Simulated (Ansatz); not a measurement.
# WC (Qusongite, P-6m2): modes against uniaxial strain along c, part 2 of 3

Aim: how do the optical modes of WC (Qusongite, P-6m2) shift and split under this strain?

Ansatz 0.2.0; DFT PBEsol, scalar-relativistic, plane waves, PAW; PAW set soft_1.

So far: The starting structure; Bringing the structure to rest.

**3. Tight relaxation**

Phonons need small forces and stress, so the relaxation is finished with tight tolerances on 18×18×16 k points.

input.yaml

```yaml
crystal:
  lattice:
    - [2.8986127346, 0.0, 0.0]
    - [-1.4493063673, 2.5102722639, 0.0]
    - [0.0, 0.0, 2.8280563979]
  atoms:
    - { symbol: C, position: [0.6666666667, 0.3333333333, 0.5] }
    - { symbol: W, position: [0.0, 0.0, 0.0] }
kpoints:
  mp_grid: { grid: [18, 18, 16] }
hamiltonian:
  xc: pbesol
  pseudopotentials: { kind: paw, azcp: { folder: soft_1 }, xc_functional: pbe }
scf:
  occupations: { method: methfessel_paxton, width: 0.2 }
output:
  forces: true
  stress: true
  eigenvalues: true
relax:
  adjacent_minimum: "off"
  f_tol: 0.001
  max_steps: 60
  cell: { stress_tol: 0.01 }
```

On the command line:

```
ansatz run input.yaml --threads 4 --pin off --max-ram 10240MiB --backend cpu --events-out ev --progress --plain --runs-dir out
```

Numbers of over 12 decimals in the logs are rounded to 6 here.

The log of the run:

```text
[...]
Crystal: 2 atoms, lattice volume = 20.578 Å³
Basis set: ecut = 420 eV, 405 PW (Γ), exchange–correlation on 40×40×40 points (8 copies of the dense FFT grid, shifted against one another)
Bands: 13, of which v1, the nominal top of the filled ones, is band 9 counted from 1 (8 counted from 0)
Symmetry: 12 space group operations
[...]
k-points: 333 of 5184 (time reversal used)
[...]
k-point 332: bands = [... 5 lower, 13.1814, 15.0623, 18.9128, 19.8366, 24.9554, 27.0016, 28.2028, 29.6778]
--- Relaxed structure (3 steps of the walk, 2 accepted, 1 SCFs on fresh bases) ---
[...]
cell:  # Å, volume = 20.5779 Å³
    - [2.898596, 0.0, 0]
    - [-1.449298, 2.510257, 0]
    - [0, 0.0, 2.828097]
  atoms:
    - { symbol: C, position: [0.666667, 0.333333, 0.500000] }
    - { symbol: W, position: [-3.700743415524895e-17, 0, 0] }
[key lines of the parts left out:]
SCF converged after 4 iterations
Free energy (F): -10504.746435 eV
Fermi energy:    20.493507 eV
P = ⅓ Tr σ = -0.0001 GPa (-0.001 kbar)
```

The job ended after 27 s (4 threads of Intel Xeon at 2.50GHz (Skylake/Cascade Lake), shared host; peak memory 0.46 GiB; 78 s of CPU time).

Little changed from the start: no atom moved by 0.005 Å and no cell edge by 0.1 %.

This step gave:

| Quantity | Value |
| --- | --- |
| pressure | -1.35e-4 GPa |

The forces vanish by symmetry and the pressure is 0.000 GPa, within the tolerances set. The cell now holds 10.29 Å³/atom.

**4. Zone-centre response at rest**

The force constants come from the linear response of the density to a displacement.

The modes at rest are the reference of the series.

input.yaml, the sections that differ from step 3:

```yaml
crystal:
  lattice:
    - [2.8985956534, 0.0, 0.0]
    - [-1.4492978267, 2.5102574712, 0.0]
    - [0.0, 0.0, 2.8280965416]
  atoms:
    - { symbol: C, position: [0.6666666667, 0.3333333333, 0.5] }
    - { symbol: W, position: [0.0, 0.0, 0.0] }
output:
  eigenvalues: true
phonons:
  method: dfpt
# kpoints, hamiltonian, scf: as in step 3
# relax: removed
```

The log of the run:

```text
zone centre: on kpoints.mp_grid the ground state, and the responses unless they are solved on pairs of k-points, stand on 819 of the mesh's 5184 k-points, reduced under 4 symmetry operations, with k and −k counted as one. Each operation leaves every solved displacement unchanged or reverses it
[...]
Crystal: 2 atoms, lattice volume = 20.578 Å³
Basis set: ecut = 420 eV, 405 PW (Γ), exchange–correlation on 40×40×40 points (8 copies of the dense FFT grid, shifted against one another)
Bands: 13, of which v1, the nominal top of the filled ones, is band 9 counted from 1 (8 counted from 0)
Symmetry: 12 space group operations
k-points: 819 of 5184 (irreducible under 4 space group operations, time reversal used)
[...]
SCF iter   1: F=—  HF=-10505.938620 eV  |F-HF|=—  |Δ(HF+E_count)|=         —  Δρ=1.30e-1  dr2=4.66e0  ethr=3.10e-3  ⟨swp⟩=5.0  Hψ=53249  notcnv=0
[...]
SCF iter   9: F=-10504.746435 eV  HF=-10504.746435 eV  |F-HF|=7.28e-12  |Δ(HF+E_count)|=  1.46e-11  S|Δr|=    0.00e0  Δρ=7.35e-8  dr2=1.27e-12  ethr=1.00e-12  ⟨swp⟩=5.1  Hψ=40361  notcnv=0
SCF 1 converged in 9 iterations: F = -10504.746435 eV  dr2 = 1.27e-12
[...]
DFPT response loops at Γ: preconditioner auto → Kerker (q_TF=auto, 2.668 Å⁻¹) (partly filled bands, converged f_vac=0.000); β = 1.00, the filter's whole step (`scf.mixing.beta` (0.50) is not read by the response loops under this deck's `scf.mixing.preconditioner`; to damp them name `kerker` or `kerker_dos`, under which they read `scf.mixing.beta`, and type it under 1.00, their step now; both keys bind the ground state too); Broyden in place of MSR1
SCF converged after 9 iterations
[...]
Free energy (F): -10504.746435 eV
[...]
Internal energy: -10504.746303 eV  (E = F + TS)
E sigma→0 (E₀):  -10504.746402 eV
Entropy (-TS):   -0.000132 eV (-0.066 meV/atom)
Fermi energy:    20.493507 eV
[...]
--- Band table (eV; the first three rows and the last of 819) ---
  k-point 0: bands = [... 5 lower, 16.1148, 17.1185, 17.1185, 20.6109, 23.7593, 23.7593, 26.1834, 26.1834]
  k-point 1: bands = [... 5 lower, 16.0731, 17.1627, 17.1627, 20.5908, 23.4037, 23.4037, 26.4038, 26.4038]
  k-point 2: bands = [... 5 lower, 15.8978, 17.2920, 17.2920, 20.6210, 22.6562, 22.6562, 26.7182, 26.7182]
  k-point 818: bands = [... 5 lower, 14.0634, 14.6980, 18.5070, 19.2217, 25.6088, 25.9936, 26.5985, 30.1662]
--- Phonons (Γ-DFPT): 4 representative perturbations + reference, on 819 of 5184 k-points (Σ response iterations 12) ---
  k mesh reduced under 4 symmetry operations, with k and −k counted as one. Each operation leaves every solved displacement unchanged or reverses it
  ASR residual: 5.742e-5 → 0.000e0 eV/Å²; symmetrization residual: 1.255e-6 eV/Å²
  ASR residual per site (eV/Å²): 9.06e-6 5.74e-5
  Γ frequencies (cm⁻¹): 0.00 0.00 0.00 592.24 616.28 616.28
  non-analytic LO–TO correction: not included (Born effective charges unavailable; polar crystals: no LO–TO splitting at Γ)
```

Wall time 72 s (4 threads); peak memory 0.91 GiB; 3.2 min of CPU time.

This step gave:

| Quantity | Value |
| --- | --- |
| sum-rule residual before enforcement | 5.74e-5 eV/Å² |
| point group | -6m2 |
| highest optical mode at the zone centre (no LO-TO term) | 616.3 cm⁻¹ |
| lowest optical zone-centre mode | 592.2 cm⁻¹ |

Patterns of degenerate modes are one choice out of their space. Modes at Γ, with each element's share of the kinetic energy:

```
mode  frequency (cm⁻¹)  symmetry  C %  W %
   1               0.0  acoustic    6   94
   2               0.0  acoustic    6   94
   3               0.0  acoustic    6   94
   4             592.2      A2''   94    6
   5             616.3        E'   94    6
   6             616.3        E'   94    6
```

Displacements in mode 4 (592.2 cm⁻¹), the largest set to 1:
```
C1   0.00  0.00  1.00
W2   0.00  0.00 -0.07
```

Displacements in mode 5 (616.3 cm⁻¹), the largest set to 1:
```
C1   0.00  1.00  0.00
W2   0.00 -0.07  0.00
```

Before it was imposed, the acoustic sum rule was missed by 5.7e-5 eV/Å². Small misses are needed for a sound result but don't prove that mesh and cutoff are converged. The lowest optical mode is real, 592 cm⁻¹.

**5. A member of the series: uniaxial strain of +4 % along c**

The cell takes a uniaxial strain of +4 % along c. The strained length and the angles are held, while the rest of the cell and the atoms relax.

input.yaml, the sections that differ from step 4:

```yaml
crystal:
  lattice:
    - [2.8832698145, 0.0, 0.0]
    - [-1.4416349072, 2.4969849053, 0.0]
    - [0.0, 0.0, 2.9412204032]
  atoms:
    - { symbol: C, position: [0.6666666677, 0.3333333323, 0.5] }
    - { symbol: W, position: [-1.0e-09, 1.0e-09, 0.0] }
output:
  forces: true
  stress: true
  eigenvalues: true
relax:
  adjacent_minimum: "off"
  f_tol: 0.001
  max_steps: 60
  cell: { stress_tol: 0.01, fix: [c, angles] }
# kpoints, hamiltonian, scf: as in step 4
# phonons: removed
```

The log of the run:

```text
[...]
--- Relaxed structure (4 steps of the walk, 3 accepted, 1 SCFs on fresh bases) ---
[...]
cell:  # Å, volume = 21.1060 Å³
    - [2.878554, -2.8820356994751752e-11, 0.0]
    - [-1.439277, 2.492901, 0.0]
    - [0.0, 0.0, 2.9412204032]
  atoms:
    - { symbol: C, position: [0.666667, 0.333333, 0.500000] }
    - { symbol: W, position: [-1.4154929021017562e-10, 1.4154928549652042e-10, 0.0] }
[key lines of the parts left out:]
SCF converged after 4 iterations
Free energy (F): -10504.658700 eV
Fermi energy:    19.854123 eV
P = ⅓ Tr σ = -11.1042 GPa (-111.042 kbar)
```

It took 75 s on 4 threads; peak memory 0.64 GiB; 4 min of CPU time.

Step by step:

```
step  energy less that of the first step (eV)  largest force component (eV/Å)  pressure (GPa)  volume (Å³)
   1                                   0.0000                          0.0000          -12.27        21.18
   2                                  -0.0001                          0.0000           -9.79        21.03
   3                                  -0.0004                          0.0000          -11.11        21.11
   4                                  -0.0004                          0.0000          -11.10        21.11
  5*                                  -0.0003                          0.0000          -11.10        21.11
```

Relaxation steps marked * repeat the geometry before them on a plane-wave basis chosen anew for their cell, so energy and pressure can jump there. Relaxation step 2 was tried and not accepted.

```
conventional cell, symmetrised  before  after  change
                         a (Å)   2.883  2.879  -0.2 %
                         b (Å)   2.883  2.879  -0.2 %
                         c (Å)   2.941  2.941  -0.0 %
              volume (Å³/atom)   10.59  10.55  -0.3 %
```

Final coordinates:

```
C W
1.0
     2.87855    0.00000    0.00000
    -1.43928    2.49290    0.00000
     0.00000    0.00000    2.94122
C W
1 1
Cartesian
  1.4393 0.8310 1.4706
  0.0000 0.0000 0.0000
```

This step gave:

```
pressure        : -11.10 GPa
volume per atom : 10.55 Å³
```

The forces vanish by symmetry.

The cell shrank by 0.3 % in volume.

**6. Zone-centre modes of the member: uniaxial strain of +4 % along c**

The zone-centre modes follow for uniaxial strain of +4 % along c.

input.yaml, the sections that differ from step 5:

```yaml
crystal:
  lattice:
    - [2.8785538046, 0.0, 0.0]
    - [-1.4392769023, 2.492900721, 0.0]
    - [0.0, 0.0, 2.9412204032]
  atoms:
    - { symbol: C, position: [0.6666666668, 0.3333333332, 0.5] }
    - { symbol: W, position: [-1.0e-10, 1.0e-10, 0.0] }
output:
  eigenvalues: true
phonons:
  method: dfpt
# kpoints, hamiltonian, scf: as in step 5
# relax: removed
```

The log of the run:

```text
[...]
Crystal: 2 atoms, lattice volume = 21.106 Å³
Basis set: ecut = 420 eV, 405 PW (Γ), exchange–correlation on 40×40×40 points (8 copies of the dense FFT grid, shifted against one another)
Bands: 13, of which v1, the nominal top of the filled ones, is band 9 counted from 1 (8 counted from 0)
Symmetry: 12 space group operations
k-points: 819 of 5184 (irreducible under 4 space group operations, time reversal used)
[...]
SCF iter   1: F=—  HF=-10505.791830 eV  |F-HF|=—  |Δ(HF+E_count)|=         —  Δρ=1.25e-1  dr2=4.58e0  ethr=3.10e-3  ⟨swp⟩=5.0  Hψ=53573  notcnv=0
[...]
SCF iter   9: F=-10504.658700 eV  HF=-10504.658700 eV  |F-HF|=1.82e-12  |Δ(HF+E_count)|=  1.09e-11  S|Δr|=    0.00e0  Δρ=7.09e-8  dr2=1.35e-12  ethr=1.00e-12  ⟨swp⟩=5.1  Hψ=40371  notcnv=0
the search or the solves at the SCF's close seem to have found levels that the self-consistency loop had missed (the run counts 3). By its estimate they hold under 1e-12 electrons; where the run keeps them, the occupations were computed again with them
SCF 1 converged in 9 iterations: F = -10504.658700 eV  dr2 = 1.35e-12
[...]
SCF converged after 9 iterations
[...]
Free energy (F): -10504.658700 eV
[...]
Internal energy: -10504.659246 eV  (E = F + TS)
E sigma→0 (E₀):  -10504.658836 eV
Entropy (-TS):   0.000546 eV (0.273 meV/atom)
Fermi energy:    19.854123 eV
[...]
--- Band table (eV; the first three rows and the last of 819) ---
  k-point 0: bands = [... 5 lower, 15.5645, 16.9462, 16.9462, 19.5695, 22.9785, 22.9785, 25.2593, 25.2593]
  k-point 1: bands = [... 5 lower, 15.4879, 16.9858, 16.9858, 19.5825, 22.6852, 22.6852, 25.4379, 25.4379]
  k-point 2: bands = [... 5 lower, 15.2304, 17.1022, 17.1022, 19.6800, 22.0482, 22.0482, 25.7148, 25.7148]
  k-point 818: bands = [... 5 lower, 13.8183, 14.2995, 17.8587, 18.5213, 24.4116, 25.3763, 25.9225, 29.0671]
[...]
ASR residual: 4.182e-5 → 0.000e0 eV/Å²; symmetrization residual: 1.765e-6 eV/Å²
  ASR residual per site (eV/Å²): 1.06e-5 4.18e-5
  Γ frequencies (cm⁻¹): 0.00 0.00 0.00 504.99 580.96 580.96
[...]
```

The job ended after 70 s (4 threads; peak memory 0.93 GiB; 3.3 min of CPU time).

This step gave:

```yaml
sum_rule_residual_before_enforcement: 4.18e-5 eV/Å²
highest_optical_mode_at_the_zone_centre_no_lo_to_term: 581.0 cm⁻¹
lowest_optical_zone_centre_mode: 505.0 cm⁻¹
```

Patterns of degenerate modes are one choice out of their space. The modes at Γ (shares of kinetic energy by element, %):

```
mode  frequency (cm⁻¹)  symmetry  C %  W %
   1               0.0  acoustic    6   94
   2               0.0  acoustic    6   94
   3               0.0  acoustic    6   94
   4             505.0      A2''   94    6
   5             581.0        E'   94    6
   6             581.0        E'   94    6
```

Displacements in mode 4 (505.0 cm⁻¹), the largest set to 1:
```
C1   0.00  0.00  1.00
W2   0.00  0.00 -0.07
```

Displacements in mode 5 (581.0 cm⁻¹), the largest set to 1:
```
C1   0.00  1.00  0.00
W2   0.00 -0.07  0.00
```

The lowest optical mode is real, 505 cm⁻¹, and the highest lies at 581.0 cm⁻¹.

Between step 4 and this run (strain 4 %) the value for the highest optical mode at the zone centre (no LO-TO term) moves from 616 cm⁻¹ to 581 cm⁻¹ (-6 %).

**7. A member of the series: uniaxial strain of -4 % along c**

The cell takes a uniaxial strain of -4 % along c. The strained length and the angles are held, while the rest of the cell and the atoms relax.

input.yaml, the sections that differ from step 6:

```yaml
crystal:
  lattice:
    - [2.9167260862, 0.0, 0.0]
    - [-1.4583630431, 2.5259588865, 0.0]
    - [0.0, 0.0, 2.71497268]
  atoms:
    - { symbol: C, position: [0.6666666561, 0.3333333439, 0.5] }
    - { symbol: W, position: [1.06e-08, -1.06e-08, 0.0] }
output:
  forces: true
  stress: true
  eigenvalues: true
relax:
  adjacent_minimum: "off"
  f_tol: 0.001
  max_steps: 60
  cell: { stress_tol: 0.01, fix: [c, angles] }
# kpoints, hamiltonian, scf: as in step 6
# phonons: removed
```

The log of the run:

```text
[...]
Crystal: 2 atoms, lattice volume = 20.003 Å³
Basis set: ecut = 420 eV, 393 PW (Γ), exchange–correlation on 40×40×40 points (8 copies of the dense FFT grid, shifted against one another)
Bands: 13, of which v1, the nominal top of the filled ones, is band 9 counted from 1 (8 counted from 0)
Symmetry: 4 space group operations
k-points: 819 of 5184 (time reversal used)
[...]
k-point 818: bands = [... 5 lower, 14.4241, 16.2150, 16.9799, 21.5404, 25.4356, 26.9151, 28.0166, 30.5693]
--- Relaxed structure (5 steps of the walk, 5 accepted, 2 SCFs on fresh bases) ---
[...]
cell:  # Å, volume = 20.0903 Å³
    - [2.923109, 0, 0.0]
    - [-1.461555, 2.531487, 0.0]
    - [0.0, 0.0, 2.71497268]
  atoms:
    - { symbol: C, position: [0.666667, 0.333333, 0.5] }
    - { symbol: W, position: [1.1758624952246339e-9, -1.1758625340871511e-9, 0.0] }
[key lines of the parts left out:]
SCF converged after 3 iterations
Free energy (F): -10504.645921 eV
Fermi energy:    21.119226 eV
P = ⅓ Tr σ = 13.3770 GPa (133.770 kbar)
```

It took 97 s on 4 threads; peak memory 0.62 GiB; 5.1 min of CPU time.

Step by step:

```
step  energy less that of the first step (eV)  largest force component (eV/Å)  pressure (GPa)  volume (Å³)
   1                                   0.0000                          0.0000           15.23        20.00
   2                                  -0.0001                          0.0000           12.06        20.15
   3                                  -0.0005                          0.0000           13.37        20.09
   4                                  -0.0005                          0.0000           13.38        20.09
  5*                                  -0.0006                          0.0000           13.39        20.09
   6                                  -0.0006                          0.0000           13.38        20.09
  7*                                  -0.0006                          0.0000           13.38        20.09
```

Relaxation steps marked * repeat the geometry before them on a plane-wave basis chosen anew for their cell, so energy and pressure can jump there.

```
conventional cell, symmetrised  before  after  change
                         a (Å)   2.917  2.923  +0.2 %
                         b (Å)   2.917  2.923  +0.2 %
                         c (Å)   2.715  2.715  +0.0 %
              volume (Å³/atom)   10.00  10.05  +0.4 %
```

The relaxed structure:

```xyz
2
Lattice="2.9231 0.0000 0.0000 -1.4616 2.5315 0.0000 0.0000 0.0000 2.7150" Properties=species:S:1:pos:R:3 pbc="T T T"
C     1.4616    0.8438    1.3575
W     0.0000    0.0000    0.0000
```

This step gave:

- pressure: 13.38 GPa
- volume per atom: 10.05 Å³

The largest force component left is 1.9e-4 meV/Å.

(Part 2 of 3 ends here.)

[Logs are printed without paths, hosts, clocks, repeated set-up lines and the standing remarks that a program may print on its own settings, such as how far it seeks lower states.]

[Hosts, paths, dates, database ids (printed as entryN), source tags and the programs' standing remarks are cut or masked in the printed files.]
